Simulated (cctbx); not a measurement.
# Cr6Fe16SiPb6 across an absorption edge

Space group Fm-3m (no. 225), a = 11.8760 Å, b = 11.8760 Å, c = 11.8760 Å, α = 90.00°, β = 90.00°, γ = 90.00°.

```csv
atom,mult.,x,y,z,Ueq (Å²)
Pb1,24,1/4,3/4,0,0.0028
Fe1,32,0.1193,0.1193,0.6193,0.0048
Fe2,32,0.3268,0.3268,0.8268,0.0101
Cr1,24,1/2,0.2956,0,0.0066
Si1,4,1/2,0,0,0.0070
```

The model is made up (kin elements in a known structure type, no relaxation), so it says nothing on whether the phase exists.

Calculated with cctbx: free-atom f′ and f″ from the Sasaki tables, no fine structure; amplitudes in electrons.

```
E (eV)  F 0 0 4  F 2 4 4  F 3 3 3  F 4 4 4
 12435   1013.0    410.6    796.6    896.3
 12785    972.1    397.3    796.8    856.1
 12915    938.6    386.4    796.9    823.1
 12975    907.0    375.9    796.9    791.9
 13005    875.6    365.6    796.9    760.9
 13020    844.8    355.5    796.9    730.6
 13027    818.0    346.6    796.9    704.1
 13031    790.4    337.5    796.9    676.9
 13039    789.5    337.3    796.9    680.8
 13043    829.1    350.4    796.9    719.4
 13050    861.0    361.0    796.9    750.5
 13065    894.5    372.1    796.9    783.3
 13095    927.2    382.9    797.0    815.3
 13185    969.8    397.0    797.0    857.0
 13435   1012.8    411.4    797.1    899.1
```

**Question.** Which edge is crossed, and why do the reflections move as they do?

The L3 edge of Pb. The edge is at 13035 eV. f′ of Pb falls from -12.2 e at 12915 eV to -18.4 e at 4 eV below it, and f″ steps from 3.94 to 10.12 e across it. Over that approach |F| changes by -16 % (0 0 4), -13 % (2 4 4), +0 % (3 3 3) and -18 % (4 4 4): a reflection falls where Pb scatters in phase with the total and rises where it scatters against it; it hardly moves where the Pb term is small or cancels by symmetry. Above the edge the larger f″ enters the imaginary part, where it can add to or cancel the other atoms' f″. The structure is centrosymmetric, so Friedel mates stay equal.

[Logs are printed without paths, hosts, clocks, repeated set-up lines and the standing remarks that a program may print on its own settings, such as how far it seeks lower states.]
